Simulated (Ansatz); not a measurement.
An input for Ansatz 0.2.0 (Te3As2 (Kalgoorlieite)):

```yaml
crystal:
  lattice:
    - [7.17865, -2.00995, 0.0]
    - [7.17865, 2.00995, 0.0]
    - [-0.8811692412, 0.0, 9.859702925]
  atoms:
    - { symbol: Te, position: [0.0289, 0.0289, 0.2868] }
    - { symbol: Te, position: [0.9711, 0.9711, 0.7132] }
    - { symbol: Te, position: [0.7777, 0.7777, 0.339] }
    - { symbol: Te, position: [0.2223, 0.2223, 0.661] }
    - { symbol: Te, position: [0.3744, 0.3744, 0.0355] }
    - { symbol: Te, position: [0.6256, 0.6256, 0.9645] }
    - { symbol: As, position: [0.2026, 0.2026, 0.1408] }
    - { symbol: As, position: [0.7974, 0.7974, 0.8592] }
    - { symbol: As, position: [0.6133, 0.6133, 0.4406] }
    - { symbol: As, position: [0.3867, 0.3867, 0.5594] }
kpoints:
  mp_grid: { grid: [2, 2, 2] }
  band_path:
    path:
      - [0.0, 0.0, 0.0]
      - [-0.26975513, 0.26975513, 0.0]
      - [-0.73024487, -0.26975513, 0.0]
      - [-0.5, -0.5, 0.0]
      - [-0.5, -0.5, 0.5]
      - [-0.73279539, -0.26720461, 0.5]
      - [-0.26720461, 0.26720461, 0.5]
      - [0.0, 0.0, 0.5]
      - [-0.592097948, -0.407902052, 0.0]
      - [0.0, 0.0, 0.3]
    npoints: 1
hamiltonian:
  xc: hse06
scf:
  occupations: { method: fixed }
  n_extra_bands: 7
output:
  eigenvalues: true
  write_density: true
  write_potential: true
  elf: true
  volumetric_format: npy
```

```sh
ansatz run input.yaml --threads 3 --pin off --max-ram 92160MiB --backend cuda --events-out ev --progress --plain --runs-dir out --devices 1 --max-vram 13GiB
```

How long will it take on 1 × NVIDIA H100 80GB HBM3 (shared by 6 runs) with 3 threads of AMD EPYC 7R13 (Zen 3), shared host, and how much memory?

It took 48 s; on shared hardware allow 24 s to 95 s. Peak host memory was 1.5 GiB. The sizes that set the cost: 5571 plane waves a state, 6 irreducible k points and 20 SCF cycles.

Exact exchange couples every pair of k points and filled bands, so it costs far more than a semilocal run.

[Paths, hosts, dates, memory and timing lines, banners, echoed tables and standing remarks are left out of the program output.]

[Logs are printed without paths, hosts, clocks, repeated set-up lines and the standing remarks that a program may print on its own settings, such as how far it seeks lower states.]

[Runs of the session that timed out or met a known fault of the program may be left out.]

[Cells called generated may have been cut or substituted from an entry of the Crystallography Open Database or the Materials Project.]

[Hosts, paths, dates, database ids (printed as entryN), source tags and the programs' standing remarks are cut or masked in the printed files.]
